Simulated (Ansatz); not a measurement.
**A hypothetical structure for InW**

Starting from a made-up structure for InW, the aim is the relaxed cell, its shortest contacts and, where a second run follows, its electronic structure.

Method: DFT, r2SCAN, plane-wave PAW, files of the set soft_1, scalar-relativistic, no spin, cell and ions relaxed at zero pressure; PAW set soft_1, in Ansatz 0.2.0.

## (1) The structure

Symmetry: Pm-3m, No. 221, cubic system. The conventional cell has a = 3.548 Å, b = 3.548 Å, c = 3.548 Å, α = 90.00°, β = 90.00°, γ = 90.00°. W has 8 In at 3.07 Å nearest. Nearest to In lie 8 W at 3.07 Å. Farther neighbours are not listed.

## (2) Relaxation of the guess

The guessed cell has no reason to be at equilibrium. It is relaxed with the atoms, within the space group of the guess.

Contents of input.yaml:

```yaml
crystal:
  lattice:
    - [3.548, 0.0, 0.0]
    - [0.0, 3.548, 0.0]
    - [0.0, 0.0, 3.548]
  atoms:
    - { symbol: W, position: [0.0, 0.0, 0.0] }
    - { symbol: In, position: [0.5, 0.5, 0.5] }
kpoints:
  mp_grid: { grid: [8, 8, 8] }
scf:
  occupations: { method: fermi_dirac, width: 0.05 }
hamiltonian:
  xc: r2scan
  pseudopotentials: { kind: paw, azcp: { folder: soft_1 } }
relax:
  f_tol: 0.015
  max_steps: 70
  cell: {}
output:
  forces: true
  stress: true
```

Command:

```sh
$ ansatz run input.yaml --threads 4 --pin off --max-ram 8192MiB --backend cpu --events-out ev --progress --plain --runs-dir out
```

Numbers of over 12 decimals in the logs are rounded to 6 here.

The log of the run:

```text
Engine: ansatz 0.2.0, aarch64-unknown-linux-gnu
Pseudopotentials: kind: paw
Pseudopotential: W, paw, valence charge 14, recommended cutoff 500 eV (meta_gga), soft_1/W.paw.azcp
Pseudopotential: In, paw, valence charge 13, recommended cutoff 500 eV (meta_gga), soft_1/In.paw.azcp
Functional definition: r2SCAN
  parameter k0 = 0.174
  parameter k1 = 0.065
  parameter a1 = 4.9479
  exchange = r2scan_x(k0 = k0, k1 = k1, a1 = a1)
  correlation = r2scan_c
Crystal: 2 atoms, lattice volume = 44.663 Å³
Basis set: ecut = 500 eV, 1141 PW (Γ), exchange–correlation on 108×108×108 points (64 copies of the dense FFT grid, shifted against one another)
Bands: 18, of which v1, the nominal top of the filled ones, is band 14 counted from 1 (13 counted from 0)
Symmetry: 48 space group operations
Space group: Pm-3m (ITA 221), of the structure as read, at distance tolerance 3.5e-5 Å
k-points: 35 of 512
Non-local potential: W, projectors of the file, l = 0: 3, l = 1: 2, l = 2: 2, l = 3: 1
Non-local potential: In, projectors of the file, l = 0: 2, l = 1: 2, l = 2: 2, l = 3: 1
PAW form: soft (Blöchl's): semilocal exchange-correlation on the pseudo side does not see the compensation charge
PAW frozen core: W, regenerated for the run's functional (the file was generated under x = pbe(κ = 0.804, μ = 0.219515), c = pbe(β = 0.066725))
PAW frozen core: In, regenerated for the run's functional (the file was generated under x = pbe(κ = 0.804, μ = 0.219515), c = pbe(β = 0.066725))
PAW one-centre angular grid: W, 590 points (default); XC on 160 Gauss nodes
PAW one-centre angular grid: In, 590 points (default); XC on 160 Gauss nodes
Initial density: superposition of atomic densities (chi_scale 0.1, normalization cell, long waves kept (reshape's long-wave potential 0.00 eV rms))
Initial wavefunctions: pseudopotential atomic-orbital guess
Functional: x = r2scan, c = r2scan; τ floored in thin density (d = 2e-4 eV/Å³)
SCF iter   1: F=—  HF=-16007.834370 eV  |F-HF|=—  |Δ(HF+E_count)|=         —  Δρ=5.50e-2  dr2=2.31e0  dr2_τ=1.18e-1  ethr=3.10e-3  ⟨swp⟩=5.6  Hψ=2956  notcnv=0
preconditioner: auto → Kerker (q_TF=auto, 2.509 Å⁻¹)  [metal: Δε(μ)=0.040 eV  Ē_g=12.620 eV  σ=0.050 eV  W_gap=0.19  n_scr=18 (ndim 8)  ℏωp=24.2 eV  f_vac=0.000  D(μ)=2.10/eV (n_scr^D=18)]
SCF iter   2: F=—  HF=-16007.397583 eV  |F-HF|=—  |Δ(HF+E_count)|=   4.37e-1  Δρ=2.30e-2  dr2=3.13e-1  dr2_τ=4.35e-2  ethr=3.10e-3  ⟨swp⟩=2.1  Hψ=1144  notcnv=0  defer=2
SCF iter   3: F=—  HF=-16007.381526 eV  |F-HF|=—  |Δ(HF+E_count)|=   1.61e-2  Δρ=6.60e-3  dr2=1.69e-2  dr2_τ=6.37e-4  ethr=1.16e-3  ⟨swp⟩=2.1  Hψ=907  notcnv=0  defer=2
SCF iter   4: F=—  HF=-16007.387804 eV  |F-HF|=—  |Δ(HF+E_count)|=   6.28e-3  Δρ=1.52e-3  dr2=9.25e-4  dr2_τ=8.52e-5  ethr=6.24e-5  ⟨swp⟩=2.0  Hψ=949  notcnv=0  defer=2
SCF iter   5: F=—  HF=-16007.388658 eV  |F-HF|=—  |Δ(HF+E_count)|=   8.54e-4  Δρ=4.15e-4  dr2=6.46e-5  dr2_τ=1.33e-6  ethr=3.43e-6  ⟨swp⟩=2.1  Hψ=954  notcnv=0  defer=2
SCF iter   6: F=—  HF=-16007.388745 eV  |F-HF|=—  |Δ(HF+E_count)|=   8.73e-5  Δρ=9.40e-5  dr2=3.82e-6  dr2_τ=3.27e-7  ethr=2.39e-7  ⟨swp⟩=2.4  Hψ=1028  notcnv=0  defer=2
SCF iter   7: F=—  HF=-16007.388749 eV  |F-HF|=—  |Δ(HF+E_count)|=   3.58e-6  Δρ=3.30e-5  dr2=5.71e-7  dr2_τ=2.76e-8  ethr=1.41e-8  ⟨swp⟩=2.0  Hψ=956  notcnv=0  defer=2
SCF iter   8: F=-16007.388749 eV  HF=-16007.388749 eV  |F-HF|=5.00e-9  |Δ(HF+E_count)|=   3.40e-7  Δρ=3.04e-6  dr2=2.35e-9  dr2_τ=2.32e-10  ethr=3.70e-10  ⟨swp⟩=4.9  Hψ=2020  notcnv=0
SCF 1 converged in 8 iterations: F = -16007.388749 eV  dr2 = 2.35e-9
  greatest PAW one-centre occupation: 0.999 electrons in one spin orbital (limit 2), on the W atom at site 0 (counted from 0), in its partial waves of l = 0
relax step   1: F+E_penalty+E_count = -16007.38874897 eV  Δ(F+E_penalty+E_count) = +0.000e0 eV  max|allowed force component| = 1.144e-28 eV/Å  Δτ_max = 0.0000 Å  P = -23.411 GPa  Ω = 44.663 Å³  (8 SCF iters, dr2 threshold 1.00e-7 eV, accepted)
Crystal: 2 atoms, lattice volume = 38.445 Å³
Basis set: ecut = 500 eV, 949 PW (Γ), exchange–correlation on 108×108×108 points (64 copies of the dense FFT grid, shifted against one another)
Initial density: handed on by an earlier stage of this run
Initial wavefunctions: those handed on with the density
iter 1 solved again at ethr=1.28e-5 eV; its pass at ethr=3.10e-3 eV (dr2=3.45e-3 eV) is discarded
SCF iter   1: F=—  HF=-16007.600886 eV  |F-HF|=—  |Δ(HF+E_count)|=         —  Δρ=2.83e-3  dr2=3.53e-3  dr2_τ=3.70e-1  ethr=1.28e-5  ⟨swp⟩=2.1  Hψ=4008  notcnv=0
preconditioner: auto → none  [metal: Δε(μ)=0.060 eV  Ē_g=12.780 eV  σ=0.050 eV  W_gap=0.28  n_scr=6 (ndim 8)  ℏωp=26.1 eV  f_vac=0.000  D(μ)=1.26/eV (n_scr^D=6)]
SCF iter   2: F=—  HF=-16008.104879 eV  |F-HF|=—  |Δ(HF+E_count)|=   5.04e-1  Δρ=2.72e-3  dr2=1.81e-3  dr2_τ=1.48e-4  ethr=1.28e-5  ⟨swp⟩=3.1  Hψ=1394  notcnv=0
SCF iter   3: F=—  HF=-16008.105939 eV  |F-HF|=—  |Δ(HF+E_count)|=   1.06e-3  Δρ=1.30e-3  dr2=3.77e-4  dr2_τ=3.33e-5  ethr=6.71e-6  ⟨swp⟩=2.9  Hψ=1070  notcnv=0
SCF iter   4: F=—  HF=-16008.106311 eV  |F-HF|=—  |Δ(HF+E_count)|=   3.72e-4  Δρ=6.57e-4  dr2=3.36e-4  dr2_τ=4.92e-5  ethr=1.40e-6  ⟨swp⟩=2.4  Hψ=1054  notcnv=0
SCF iter   5: F=—  HF=-16008.106210 eV  |F-HF|=—  |Δ(HF+E_count)|=   1.01e-4  Δρ=9.11e-5  dr2=1.43e-6  dr2_τ=1.78e-7  ethr=1.24e-6  ⟨swp⟩=2.0  Hψ=764  notcnv=0
SCF iter   6: F=—  HF=-16008.106212 eV  |F-HF|=—  |Δ(HF+E_count)|=   2.29e-6  Δρ=1.37e-5  dr2=7.85e-8  dr2_τ=9.79e-9  ethr=7.41e-10  ⟨swp⟩=3.0  Hψ=2780  notcnv=0
SCF iter   7: F=-16008.106212 eV  HF=-16008.106212 eV  |F-HF|=1.03e-8  |Δ(HF+E_count)|=   1.60e-8  Δρ=4.39e-6  dr2=2.80e-9  dr2_τ=6.44e-10  ethr=2.91e-10  ⟨swp⟩=2.0  Hψ=2171  notcnv=0
SCF 2 converged in 7 iterations: F = -16008.106212 eV  dr2 = 2.80e-9
relax step   2: F+E_penalty+E_count = -16008.10621244 eV  Δ(F+E_penalty+E_count) = -7.175e-1 eV  max|allowed force component| = 9.335e-30 eV/Å  Δτ_max = 0.0000 Å  P = -11.262 GPa  Ω = 38.445 Å³  energy of the carried Pulay correction = +1.008e-3 eV  (7 SCF iters, dr2 threshold 2.00e-7 eV, accepted)
Crystal: 2 atoms, lattice volume = 34.066 Å³
Basis set: ecut = 500 eV, 847 PW (Γ), exchange–correlation on 108×108×108 points (64 copies of the dense FFT grid, shifted against one another)
iter 1 solved again at ethr=2.88e-5 eV; its pass at ethr=3.10e-3 eV (dr2=7.76e-3 eV) is discarded
SCF iter   1: F=—  HF=-16007.824666 eV  |F-HF|=—  |Δ(HF+E_count)|=         —  Δρ=3.76e-3  dr2=7.69e-3  dr2_τ=2.69e-1  ethr=2.88e-5  ⟨swp⟩=1.3  Hψ=3767  notcnv=0
preconditioner: auto → none  [insulator: Δε(μ)=0.194 eV  Ē_g=13.617 eV  σ=0.050 eV  W_gap=0.68  n_scr=6 (ndim 8)  ℏωp=27.7 eV  f_vac=0.000  D(μ)=0.72/eV (n_scr^D=6)  ε∞_Penn≈5.1]
SCF iter   2: F=—  HF=-16008.170038 eV  |F-HF|=—  |Δ(HF+E_count)|=   3.45e-1  Δρ=2.60e-3  dr2=1.63e-3  dr2_τ=2.93e-4  ethr=2.85e-5  ⟨swp⟩=2.9  Hψ=1321  notcnv=0
SCF iter   3: F=—  HF=-16008.170432 eV  |F-HF|=—  |Δ(HF+E_count)|=   3.95e-4  Δρ=1.32e-3  dr2=3.41e-4  dr2_τ=2.21e-5  ethr=6.03e-6  ⟨swp⟩=3.0  Hψ=1079  notcnv=0
SCF iter   4: F=—  HF=-16008.170788 eV  |F-HF|=—  |Δ(HF+E_count)|=   3.56e-4  Δρ=4.79e-4  dr2=1.26e-4  dr2_τ=2.70e-5  ethr=1.26e-6  ⟨swp⟩=2.3  Hψ=999  notcnv=0
SCF iter   5: F=—  HF=-16008.170763 eV  |F-HF|=—  |Δ(HF+E_count)|=   2.57e-5  Δρ=6.76e-5  dr2=1.45e-6  dr2_τ=1.95e-7  ethr=4.67e-7  ⟨swp⟩=2.0  Hψ=765  notcnv=0
SCF iter   6: F=-16008.170763 eV  HF=-16008.170763 eV  |F-HF|=1.39e-7  |Δ(HF+E_count)|=   6.55e-7  Δρ=1.49e-5  dr2=1.86e-8  dr2_τ=4.77e-9  ethr=7.41e-10  ⟨swp⟩=5.0  Hψ=2235  notcnv=0
SCF 3 converged in 6 iterations: F = -16008.170763 eV  dr2 = 1.86e-8
relax step   3: F+E_penalty+E_count = -16008.17076348 eV  Δ(F+E_penalty+E_count) = -6.455e-2 eV  max|allowed force component| = 3.172e-30 eV/Å  Δτ_max = 0.0000 Å  P = +8.899 GPa  Ω = 34.066 Å³  energy of the carried Pulay correction = +1.815e-3 eV  (6 SCF iters, dr2 threshold 2.00e-7 eV, accepted)
Crystal: 2 atoms, lattice volume = 35.869 Å³
Basis set: ecut = 500 eV, 925 PW (Γ), exchange–correlation on 108×108×108 points (64 copies of the dense FFT grid, shifted against one another)
iter 1 solved again at ethr=6.86e-6 eV; its pass at ethr=3.10e-3 eV (dr2=1.85e-3 eV) is discarded
SCF iter   1: F=—  HF=-16008.113337 eV  |F-HF|=—  |Δ(HF+E_count)|=         —  Δρ=1.90e-3  dr2=1.89e-3  dr2_τ=5.36e-2  ethr=6.86e-6  ⟨swp⟩=1.9  Hψ=3762  notcnv=0
automatic band count: iteration 1 solves 17 bands in place of 18: the levels show a gap, and the empty bands left out lie too high to hold charge; the band table lists the bands solved (type scf.n_extra_bands for more)
preconditioner: auto → none  [metal: Δε(μ)=0.114 eV  Ē_g=12.393 eV  σ=0.050 eV  W_gap=0.46  n_scr=6 (ndim 8)  ℏωp=27.0 eV  f_vac=0.000  D(μ)=1.08/eV (n_scr^D=6)]
SCF iter   2: F=—  HF=-16008.211502 eV  |F-HF|=—  |Δ(HF+E_count)|=   9.82e-2  Δρ=1.18e-3  dr2=2.47e-4  dr2_τ=1.28e-5  ethr=6.86e-6  ⟨swp⟩=6.0  Hψ=2752  notcnv=0  defer=3
automatic band count: iteration 2 solves 18 bands in place of 17: the levels no longer show a gap clear of their residuals, so the SCF keeps every band
SCF iter   3: F=—  HF=-16008.211578 eV  |F-HF|=—  |Δ(HF+E_count)|=   7.52e-5  Δρ=5.37e-4  dr2=5.40e-5  dr2_τ=1.87e-6  ethr=9.16e-7  ⟨swp⟩=2.0  Hψ=1073  notcnv=0  defer=3
SCF iter   4: F=—  HF=-16008.211630 eV  |F-HF|=—  |Δ(HF+E_count)|=   5.19e-5  Δρ=2.63e-5  dr2=1.02e-7  dr2_τ=1.87e-7  ethr=7.41e-10  ⟨swp⟩=3.2  Hψ=2673  notcnv=0
SCF iter   5: F=-16008.211630 eV  HF=-16008.211630 eV  |F-HF|=2.13e-8  |Δ(HF+E_count)|=   5.25e-7  Δρ=8.16e-6  dr2=8.37e-9  dr2_τ=1.07e-9  ethr=3.79e-10  ⟨swp⟩=2.2  Hψ=2215  notcnv=0
SCF 4 converged in 5 iterations: F = -16008.211630 eV  dr2 = 8.37e-9
relax step   4: F+E_penalty+E_count = -16008.21163010 eV  Δ(F+E_penalty+E_count) = -4.087e-2 eV  max|allowed force component| = 1.972e-30 eV/Å  Δτ_max = 0.0000 Å  P = -1.106 GPa  Ω = 35.869 Å³  energy of the carried Pulay correction = +1.472e-3 eV  (5 SCF iters, dr2 threshold 2.00e-7 eV, accepted)
Crystal: 2 atoms, lattice volume = 35.645 Å³
iter 1 solved again at ethr=8.07e-8 eV; its pass at ethr=3.10e-3 eV (dr2=2.18e-5 eV) is discarded
SCF iter   1: F=—  HF=-16008.211148 eV  |F-HF|=—  |Δ(HF+E_count)|=         —  Δρ=2.10e-4  dr2=2.28e-5  dr2_τ=7.61e-4  ethr=8.07e-8  ⟨swp⟩=2.5  Hψ=3588  notcnv=0
preconditioner: auto → none  [insulator: Δε(μ)=0.132 eV  Ē_g=13.349 eV  σ=0.050 eV  W_gap=0.52  n_scr=6 (ndim 8)  ℏωp=27.1 eV  f_vac=0.000  D(μ)=0.99/eV (n_scr^D=6)  ε∞_Penn≈5.1]
SCF iter   2: F=—  HF=-16008.212456 eV  |F-HF|=—  |Δ(HF+E_count)|=   1.31e-3  Δρ=1.29e-4  dr2=3.10e-6  dr2_τ=2.89e-7  ethr=8.07e-8  ⟨swp⟩=2.0  Hψ=1105  notcnv=0
SCF iter   3: F=—  HF=-16008.212457 eV  |F-HF|=—  |Δ(HF+E_count)|=   1.37e-6  Δρ=6.39e-5  dr2=8.23e-7  dr2_τ=3.74e-8  ethr=1.15e-8  ⟨swp⟩=2.9  Hψ=1053  notcnv=0
SCF iter   4: F=—  HF=-16008.212458 eV  |F-HF|=—  |Δ(HF+E_count)|=   9.11e-7  Δρ=2.98e-5  dr2=5.58e-7  dr2_τ=8.53e-8  ethr=3.05e-9  ⟨swp⟩=2.0  Hψ=958  notcnv=0
SCF iter   5: F=-16008.212458 eV  HF=-16008.212458 eV  |F-HF|=1.29e-9  |Δ(HF+E_count)|=   1.44e-7  Δρ=2.45e-6  dr2=2.18e-9  dr2_τ=7.51e-10  ethr=7.41e-10  ⟨swp⟩=3.0  Hψ=2297  notcnv=0
SCF 5 converged in 5 iterations: F = -16008.212458 eV  dr2 = 2.18e-9
relax step   5: F+E_penalty+E_count = -16008.21245769 eV  Δ(F+E_penalty+E_count) = -8.276e-4 eV  max|allowed force component| = 1.183e-30 eV/Å  Δτ_max = 0.0000 Å  P = -0.010 GPa  Ω = 35.645 Å³  energy of the carried Pulay correction = +1.514e-3 eV  (5 SCF iters, dr2 threshold 2.00e-7 eV, accepted)
Basis set: ecut = 500 eV, 925 PW (Γ), exchange–correlation on 100×100×100 points (64 copies of the dense FFT grid, shifted against one another)
Initial wavefunctions: pseudopotential atomic-orbital guess (no wavefunctions were taken with the density)
iter 1 solved again at ethr=1.69e-8 eV; its pass at ethr=3.10e-3 eV (dr2=4.56e-6 eV) is discarded
SCF iter   1: F=—  HF=-16008.211311 eV  |F-HF|=—  |Δ(HF+E_count)|=         —  Δρ=2.99e-4  dr2=3.12e-6  dr2_τ=4.32e-5  ethr=1.69e-8  ⟨swp⟩=3.3  Hψ=4801  notcnv=0
preconditioner: auto → none  [insulator: Δε(μ)=0.131 eV  Ē_g=13.354 eV  σ=0.050 eV  W_gap=0.52  n_scr=6 (ndim 8)  ℏωp=27.1 eV  f_vac=0.000  D(μ)=1.00/eV (n_scr^D=6)  ε∞_Penn≈5.1]
SCF iter   2: F=—  HF=-16008.211309 eV  |F-HF|=—  |Δ(HF+E_count)|=   1.49e-6  Δρ=1.48e-4  dr2=7.65e-7  dr2_τ=1.04e-6  ethr=1.16e-8  ⟨swp⟩=1.9  Hψ=1045  notcnv=0
SCF iter   3: F=—  HF=-16008.211311 eV  |F-HF|=—  |Δ(HF+E_count)|=   1.39e-6  Δρ=1.08e-5  dr2=6.73e-8  dr2_τ=9.37e-9  ethr=2.83e-9  ⟨swp⟩=2.9  Hψ=1043  notcnv=0
SCF iter   4: F=—  HF=-16008.211311 eV  |F-HF|=—  |Δ(HF+E_count)|=   1.34e-8  Δρ=3.71e-6  dr2=1.45e-9  dr2_τ=8.27e-10  ethr=2.49e-10  ⟨swp⟩=2.5  Hψ=907  notcnv=0
SCF iter   5: F=—  HF=-16008.211311 eV  |F-HF|=—  |Δ(HF+E_count)|=   4.22e-9  Δρ=1.07e-6  dr2=1.05e-10  dr2_τ=5.33e-11  ethr=5.36e-12  ⟨swp⟩=2.0  Hψ=1101  notcnv=0
SCF iter   6: F=-16008.211311 eV  HF=-16008.211311 eV  |F-HF|=0.00e0  |Δ(HF+E_count)|=  2.64e-10  Δρ=2.39e-7  dr2=1.78e-11  dr2_τ=4.15e-12  ethr=1.00e-12  ⟨swp⟩=5.8  Hψ=2574  notcnv=0
SCF 6 converged in 6 iterations: F = -16008.211311 eV  dr2 = 1.78e-11
  greatest PAW one-centre occupation: 1.000 electrons in one spin orbital (limit 2), on the W atom at site 0 (counted from 0), in its partial waves of l = 0
relax step   6: F+E_penalty+E_count = -16008.21131086 eV  Δ(F+E_penalty+E_count) = +1.147e-3 eV  max|allowed force component| = 3.155e-30 eV/Å  Δτ_max = 0.0000 Å  P = -0.019 GPa  Ω = 35.645 Å³  stress off target by 1.93e-2 GPa  SCF on the basis re-selected at this cell (its energy is not comparable with the rows above)  (6 SCF iters)
basis re-selected at this cell: Δ(F+E_penalty+E_count) = +1.147e-3 eV, ΔP = -0.009 GPa vs the last step (what re-selecting the basis moved, of the pressure what is left beyond the Pulay correction that the steps carried, after the strain that the cell walked since its last selection, with what the two solves' SCF thresholds leave and, on support functions, any second-order correction that the steps lacked; it is no measure of the basis error at this ecutwfc). The dense FFT grid was sized anew with the basis: this SCF ran on 25×25×25 points, the steps before it on 27×27×27, so part of this shift can come from that change (see relax.cell in the input reference). [rest of the remark cut]
SCF converged after 6 iterations
Free energy (F): -16008.211311 eV
Harris-Foulkes:  -16008.211311 eV  (|F-HF|=0.00e0)
Internal energy: -16008.202402 eV  (E = F + TS)
E sigma→0 (E₀):  -16008.206857 eV
Entropy (-TS):   -0.008908 eV (-4.454 meV/atom)
Fermi energy:    17.735673 eV
--- Per-component energies (eV) ---
  E_band       = -89.336974
  E_kinetic    = 644.273735
  E_local      = -1401.213869  (includes V_loc(G=0)·N_el)
  E_nonlocal   = 302.969839
  E_hartree    = 575.495367
  E_xc         = -381.852555
  E_vxc        = -347.998759  (∫ρ·V_xc dr)
  E_paw        = -12844.023401  (= ΣΔE_a)
  E_vpaw       = -458.496093  (= ΣTr[D̂ρ^β])
  E_aug_tail   = -0.000012  (compensation charges beyond the density's cutoff)
  E_vtau       = 20.137320  (kinetic-family band-sum trace: ∫τ·v_τ [+ j·A + Jᵃ·Aᵃ] dr)
  E_ewald      = -2904.228901
  E_core_change = 0.377396  (= ΣΔE_core)
  E_smearing   = -0.008908  (= −TS)
  E_closure    = -0.000000  (closes the sum)
  Σ components = -16008.211311   (vs F -16008.211311, Δ=0.00e0)
--- Forces (eV/Å), atoms counted from 1 ---
  atom   1  W      0.00000000    -0.00000000     0.00000000
  atom   2  In     0.00000000    -0.00000000     0.00000000
  max |Σ_I F_I| component: 6.31e-30 eV/Å
--- Stress (GPa, compression-positive) ---
       -0.019255      -0.000000       0.000000
       -0.000000      -0.019255      -0.000000
        0.000000      -0.000000      -0.019255
  P = ⅓ Tr σ = -0.0193 GPa (-0.193 kbar)
--- Relaxed structure (5 steps of the walk, 5 accepted, 1 SCFs on fresh bases) ---
  F+E_penalty+E_count = -16008.21131086 eV   max|allowed force component| = 3.155e-30 eV/Å   (the final SCF, on the basis selected at the relaxed cell)
  cell:  # Å, volume = 35.6447 Å³
    - [3.291027, 0, 0]
    - [0, 3.291027, 0]
    - [0, 0, 3.291027]
  atoms:
    - { symbol: W, position: [0, 0, 0] }
    - { symbol: In, position: [0.5, 0.5, 0.5] }
```

The job ended after 6.5 s (4 threads of Arm Neoverse V2, shared host; peak memory 0.43 GiB).

Relaxation path:

| step | energy less that of the first step (eV) | largest force component (eV/Å) | pressure (GPa) | volume (Å³) |
| --- | --- | --- | --- | --- |
| 1 | 0.0000 | 0.0000 | -23.41 | 44.66 |
| 2 | -0.7175 | 0.0000 | -11.26 | 38.44 |
| 3 | -0.7820 | 0.0000 | 8.90 | 34.07 |
| 4 | -0.8229 | 0.0000 | -1.11 | 35.87 |
| 5 | -0.8237 | 0.0000 | -0.01 | 35.64 |
| 6* | -0.8226 | 0.0000 | -0.02 | 35.64 |

Relaxation steps marked * repeat the geometry before them on a plane-wave basis chosen anew for their cell, so energy and pressure can jump there.

Forces are held to the 48 operations that the run works with; a distortion that breaks them can't arise in this run.

| conventional cell, symmetrised | before | after | change |
| --- | --- | --- | --- |
| a (Å) | 3.548 | 3.291 | -7.2 % |
| b (Å) | 3.548 | 3.291 | -7.2 % |
| c (Å) | 3.548 | 3.291 | -7.2 % |
| volume (Å³/atom) | 22.33 | 17.82 | -20.2 % |

Final coordinates:

```
W In
1.0
     3.29103    0.00000    0.00000
     0.00000    3.29103    0.00000
     0.00000    0.00000    3.29103
W In
1 1
Direct
  0.00000 0.00000 0.00000
  0.50000 0.50000 0.50000
```

Numbers from this step:

```
free energy             : -16008.2113 eV
energy at zero smearing : -16008.2069 eV
smearing term TS        : 0.008908 eV
Fermi energy            : 17.74 eV
electrons               : 27
symmetry operations     : 48
pressure                : -0.01925 GPa
```

Shortest distances by pair of elements, guess and relaxed (not always the same contact):

| pair | guess (Å) | relaxed (Å) |
| --- | --- | --- |
| In–W | 3.073 | 2.850 |
| W–W | 3.548 | 3.291 |
| In–In | 3.548 | 3.291 |

The relaxation ends with a pressure of -0.02 GPa.

## (3) What came out

```json
{
  "space group, relaxed": "Pm-3m",
  "conventional cell": "a = 3.291, b = 3.291, c = 3.291 Å; α = 90.0°, β = 90.0°, γ = 90.0°",
  "volume per atom": "17.82 Å³ (guess 22.33)"
}
```

What this shows: InW relaxes to Pm-3m with a = 3.291, b = 3.291 and c = 3.291 Å. The guessed volume was 25 % too large. The space group Pm-3m was held in the relaxation, so the end point is a stationary structure within it and may be a saddle against distortions or other arrangements. Mesh and cutoff weren't tested. Spin-orbit coupling is left out, which can matter for elements this heavy. No dispersion term is used, so weakly bound directions may come out too long. The runs have no spin, and magnetism wasn't tested. Nothing here tests whether the compound is stable against decomposition.

[Logs are printed without paths, hosts, clocks, repeated set-up lines and the standing remarks that a program may print on its own settings, such as how far it seeks lower states.]

[Hosts, paths, dates, database ids (printed as entryN), source tags and the programs' standing remarks are cut or masked in the printed files.]
